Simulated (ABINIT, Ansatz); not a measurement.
# YSF (P4/nmm): changed settings of a GW run in ABINIT

What do changed inputs do to GW on YSF (P4/nmm)?

Method: LDA and many-body steps on it, plane waves, in ABINIT 10.8.3.

This is a report of a sequence of runs, with most program output left out.

## (1) Set-up

It takes space group P4/nmm (No. 129, tetragonal). The conventional cell has a = 3.773 Å, b = 3.773 Å, c = 6.827 Å, α = 90.00°, β = 90.00°, γ = 90.00°. Nearest to Y lie 4 F at 2.44 Å and 5 S at 2.81 to 2.86 Å. S has 5 Y at 2.81 to 2.86 Å nearest. F has 4 Y at 2.44 Å nearest. Farther neighbours and most contacts between anions are not listed.

Structure file:

```cif
data_structure
_symmetry_space_group_name_H-M 'P4/nmm:1'
_symmetry_Int_Tables_number 129
_cell_length_a 3.7730
_cell_length_b 3.7730
_cell_length_c 6.8267
_cell_angle_alpha 90.000
_cell_angle_beta 90.000
_cell_angle_gamma 90.000
_cell_volume 97.18
loop_
_atom_site_label
_atom_site_type_symbol
_atom_site_symmetry_multiplicity
_atom_site_Wyckoff_symbol
_atom_site_fract_x
_atom_site_fract_y
_atom_site_fract_z
_atom_site_occupancy
Y1 Y 2 c 0.00000 0.50000 0.22723 1
S1 S 2 c 0.00000 0.50000 0.64557 1
F1 F 2 a 0.00000 0.00000 0.00000 1
```

The cell and positions are those that the Materials Project relaxed with its own functionals (PBE, PBE+U or r2SCAN), kept fixed.

## (2) Screening, 4×4×2 mesh, 142 bands, screening to 141.5 eV

This step: ABINIT 10.8.3; RPA screening on LDA, plane waves, norm-conserving pseudopotentials.

The RPA dielectric matrix is built and inverted for each q.

run.abi reads:

```
acell 3*1.0 Angstrom
rprim 
  3.772985040000 0.000000000000 0.000000000000
  0.000000000000 3.772985040000 0.000000000000
  0.000000000000 0.000000000000 6.826667120000
ntypat 3
znucl 39 16 9
natom 6
typat 1 1 2 2 3 3
xred 
  0.000000000000 0.500000000000 0.227228020000
  0.500000000000 0.000000000000 0.772771980000
  0.000000000000 0.500000000000 0.645567190000
  0.500000000000 0.000000000000 0.354432810000
  0.000000000000 0.000000000000 0.000000000000
  0.500000000000 0.500000000000 0.000000000000
pp_dirpath "pseudos"
pseudos "Y.upf, S.upf, F.upf"
ecut 36
ngkpt 4 4 2
nshiftk 1
shiftk 0 0 0
kptopt 1
chksymbreak 0
istwfk *1
occopt 1
irdwfk 1
optdriver 3
nband 142
ecuteps 5.2
inclvkb 2
awtr 1
symchi 1
indata_prefix "in"
outdata_prefix "out"
tmpdata_prefix "tmp"
```

Command:

```
OMP_NUM_THREADS=1 mpirun -n 8 abinit run.abi > log
```

Wall time 1.9 min (8 MPI ranks of Arm Neoverse V1, shared host); peak memory 3.8 GiB; 15 min of CPU time.

Numbers from this step:

- ε∞ with local fields, on this mesh, along the program's q direction: 6.051
- the same without local fields: 7.002
- plasma frequency: 26.10 eV
- plane waves in the screening matrix: 393

Local fields lower ε∞ by 14 %. On a Γ-centred mesh this coarse the value itself is usually too large, while a short band sum pulls it down.

## (3) Base

The self-energy is evaluated for the states that the input lists, and the levels follow from it, in one-shot runs by the linearised quasiparticle equation.

This step: G0W0 on LDA, plane waves, norm-conserving pseudopotentials.

run.abi, as its differences from that of step 2:

```diff
@@ -27,8 +27,15 @@
 irdwfk 1
-optdriver 3
+optdriver 4
 nband 142
+gwcalctyp 0
+ecutsigx 36
+symsigma 1
+nkptgw 1
+kptgw 
+  0.0000000000 0.0000000000 0.0000000000
+bdgw 
+  23 26
 ecuteps 5.2
-inclvkb 2
-awtr 1
-symchi 1
+irdscr 1
+ppmodel 1
 indata_prefix "in"
```

Run time: 11 s. Hardware: 8 MPI ranks; peak memory 2.8 GiB.

This step gave:

```yaml
g0w0_gap_on_the_points_computed: 2.896 eV
starting_gap_on_the_mesh: 1.172 eV
k_of_the_valence_top: 0, 0, 0
k_of_the_conduction_bottom: 0, 0, 0
z_at_the_valence_top: 0.8
z_at_the_conduction_bottom: 0.826
least_direct_g0w0_gap_on_the_computed_points: 2.896 eV
```

The gap on the mesh goes from 1.17 eV to 2.90 eV, a correction of +1.72 eV.

## (4) Broadening of the poles

run.abi, as its differences from that of step 3:

```diff
@@ -40,2 +40,3 @@
 ppmodel 1
+zcut 1.0 eV
 indata_prefix "in"
```

Wall time 11 s (8 MPI ranks); peak memory 2.8 GiB.

Numbers from this step:

- G0W0 gap on the points computed: 2.896 eV
- starting gap on the mesh: 1.172 eV
- k of the valence top: 0, 0, 0
- k of the conduction bottom: 0, 0, 0
- Z at the valence top: 0.8
- Z at the conduction bottom: 0.826
- least direct G0W0 gap on the computed points: 2.896 eV

Against G0W0 in ABINIT (4×4×2 mesh, 142 bands, screening to 141.5 eV, Godby-Needs plasmon pole), the gap moves by +0.000 eV.

## (5) A keyword of another program

run.abi, as its differences from that of step 4:

```diff
@@ -40,3 +40,3 @@
 ppmodel 1
-zcut 1.0 eV
+ENCUTGW 100
 indata_prefix "in"
```

Run time: 0.72 s. Hardware: 8 MPI ranks; peak memory 0.05 GiB.

The run stopped with an error after 0.72 s.

The program's words: Found token: `ENCUTGW` in the input file. This name is not one of the registered input variable names (see Action: check your input file. Perhaps you mistyped the input variable, or specified "img", although this was not permitted for this input variable.

The fault put into this input: a keyword of another program.

## (6) The runs together

Times are wall times on 8 MPI ranks of Arm Neoverse V1, shared host, good to a factor of about two. A run's time includes the screening step that it read.

```
                    run   mesh  bands  screening cutoff (eV)  DFT gap (eV)  gap on the mesh (eV)  direct (eV)  ε∞ used     time
                   base  4×4×2    142                  141.5         1.172                 2.896        2.896     6.05  2.1 min
broadening of the poles  4×4×2    142                  141.5         1.172                 2.896        2.896     6.05  2.1 min
```

## (7) What came out

```yaml
base: 2.896 eV
broadening_of_the_poles: 2.896 eV
known_limits: not at the basis limit; no spin-orbit coupling; coarse k mesh
```

What this shows: Broadening of the poles: no change against base (keys changed: zcut). Bands and cutoff are finite, so the gap is not at the basis limit. The miss can reach some tenths of an eV and take either sign; the mesh is an error of its own. In the G0W0 runs levels were corrected at 1 k point alone, so a gap called «on the mesh» is the least over those, and an edge elsewhere would be missed. The 4×4×2 mesh is coarse for this cell, which bears on the long-range parts of exchange and screening. The many-body steps are scalar-relativistic: spin-orbit coupling is not in them.

[Paths, hosts, dates, memory and timing lines, banners, echoed tables and standing remarks are left out of the program output.]

[Logs are printed without paths, hosts, clocks, repeated set-up lines and the standing remarks that a program may print on its own settings, such as how far it seeks lower states.]

[Runs of the session that timed out or met a known fault of the program may be left out.]

[Hosts, paths, dates, database ids (printed as entryN), source tags and the programs' standing remarks are cut or masked in the printed files.]

[G0W0 gaps are taken among the corrected bands and points alone; a level outside them can change the order at an edge.]

[Where Ansatz stands beside ABINIT at settings called matched, ABINIT's density can come from a denser mesh and the files from another edition; pairs whose starting gaps differed by over 0.03 eV were left out, so agreement reads better than it is.]
